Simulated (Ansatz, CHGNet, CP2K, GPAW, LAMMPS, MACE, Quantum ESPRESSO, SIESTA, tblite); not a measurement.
# Amorphous Ge (61 atoms): atom by atom

This is the geometry as built. Method: Kohn-Sham DFT, PBE, SSSP efficiency 1.3.0 pseudopotentials, plane waves; sssp-1.3.0-efficiency; 45/360 Ry; levels smeared at 580 K (Quantum ESPRESSO 7.5); Γ point; density 5.25 g/cm³.

Cell vectors (Å):

```
11.188 0.000 0.000
0.000 11.188 0.000
0.000 0.000 11.188
```

Positions (Å):

```
1 Ge 5.874 6.357 2.452
2 Ge 0.627 6.305 1.507
3 Ge 8.071 0.913 5.154
4 Ge 2.570 5.100 0.094
5 Ge 5.061 8.141 6.039
6 Ge 4.035 5.430 3.666
7 Ge 4.782 5.696 6.022
8 Ge 11.030 11.169 7.457
9 Ge 8.199 4.700 8.400
10 Ge 3.678 2.990 0.907
11 Ge 10.487 3.549 8.982
12 Ge 5.832 2.485 11.059
13 Ge 0.700 7.261 10.154
14 Ge 2.138 6.898 3.361
15 Ge 0.082 2.332 6.918
16 Ge 2.713 10.530 4.315
17 Ge 2.854 5.119 7.139
18 Ge 3.309 3.098 3.352
19 Ge 7.547 1.910 1.548
20 Ge 8.424 7.192 7.864
21 Ge 5.805 9.744 2.577
22 Ge 4.709 8.103 9.954
23 Ge 1.090 5.114 9.073
24 Ge 8.684 4.773 4.822
25 Ge 2.019 10.367 0.654
26 Ge 3.432 1.134 8.788
27 Ge 5.650 0.347 9.646
28 Ge 6.761 4.311 6.384
29 Ge 2.242 1.507 11.016
30 Ge 6.761 8.092 4.048
31 Ge 10.015 8.174 1.966
32 Ge 9.917 2.667 5.028
33 Ge 8.445 4.141 2.199
34 Ge 1.272 6.953 5.815
35 Ge 2.696 8.984 6.026
36 Ge 2.013 10.383 7.980
37 Ge 0.660 2.697 3.371
38 Ge 9.954 10.559 5.161
39 Ge 6.562 8.703 7.996
40 Ge 4.063 1.485 4.802
41 Ge 4.097 7.107 0.935
42 Ge 8.339 7.924 0.190
43 Ge 11.014 10.335 1.593
44 Ge 6.047 1.956 6.294
45 Ge 6.437 0.822 3.454
46 Ge 10.973 2.275 10.961
47 Ge 0.521 0.143 3.649
48 Ge 6.432 9.625 11.122
49 Ge 9.741 8.294 9.510
50 Ge 7.341 0.104 7.769
51 Ge 9.385 10.705 9.141
52 Ge 3.370 9.075 2.468
53 Ge 10.815 3.924 1.596
54 Ge 9.375 0.526 0.218
55 Ge 7.386 5.772 0.804
56 Ge 9.797 6.627 5.940
57 Ge 2.668 2.592 6.763
58 Ge 4.272 5.664 9.381
59 Ge 9.222 8.395 4.201
60 Ge 2.410 8.964 9.893
61 Ge 6.394 4.571 10.029
```

**Question.** What force acts on each atom?

Columns: atom, fx, fy, fz (forces in eV/Å).

```
1 -0.219 0.556 0.901
2 -0.826 -0.201 -0.781
3 0.834 0.045 0.860
4 0.737 -0.478 -0.690
5 0.563 -0.290 0.289
6 -0.002 -1.152 0.563
7 1.210 0.778 -0.801
8 -0.427 -0.067 -0.827
9 0.141 0.355 0.232
10 0.356 1.030 0.792
11 -0.687 -0.263 -1.418
12 0.136 -0.570 -0.120
13 -0.263 0.230 0.212
14 -0.151 0.777 0.460
15 0.756 0.020 1.335
16 0.235 1.141 -0.455
17 -1.721 -0.709 0.985
18 -1.101 1.355 -1.239
19 0.070 -0.003 -0.243
20 0.251 -1.195 -0.086
21 -0.074 0.455 -1.155
22 -0.042 -0.084 -0.688
23 1.269 0.260 0.386
24 -0.771 -0.654 -0.790
25 0.706 -0.212 0.019
26 -0.797 -0.287 -0.132
27 0.241 0.880 0.013
28 0.728 -0.053 -0.552
29 -1.070 -1.025 -1.171
30 -0.473 -0.302 0.233
31 0.176 -0.501 -0.180
32 0.080 0.476 -0.838
33 0.928 -0.262 0.954
34 -0.257 -0.373 -0.406
35 -0.095 -0.191 1.345
36 1.035 -0.252 0.051
37 0.442 -0.625 0.933
38 0.281 -0.682 0.955
39 -0.976 0.757 -0.524
40 0.386 -1.443 0.979
41 -0.375 -0.179 -0.006
42 -0.303 0.350 0.810
43 -0.486 0.071 -0.522
44 -0.066 -0.178 0.243
45 -1.090 -0.254 -0.848
46 0.930 0.214 0.117
47 0.063 1.015 -0.229
48 -0.103 0.063 1.208
49 0.700 0.061 -0.153
50 -0.412 -0.632 0.302
51 -0.455 0.005 0.461
52 -0.127 0.271 -0.764
53 -0.088 0.990 -0.403
54 -0.411 -0.130 0.596
55 0.207 -0.546 -1.393
56 0.910 0.624 -0.317
57 -0.177 0.271 0.293
58 -0.135 0.492 0.195
59 -0.242 -0.023 0.583
60 -0.136 0.019 -0.140
61 0.186 0.258 0.563
```

The quench rate of 3 K/ps is many orders above laboratory rates, so the cell is likely richer in defects and strain than a real sample. The network of bonds at the start is that of the classical potential that made the cell, and needn't be the one that DFT or experiment would give. Only the Γ point is sampled, in a cell whose shortest periodic width is 11 Å, which is coarse for a cell with partly filled levels.

The r.m.s. force component is 0.636 eV/Å; the longest force, 2.14 eV/Å, acts on Ge18.

[Logs are printed without paths, hosts, clocks, repeated set-up lines and the standing remarks that a program may print on its own settings, such as how far it seeks lower states.]

[Hosts, paths, dates, database ids (printed as entryN), source tags and the programs' standing remarks are cut or masked in the printed files.]
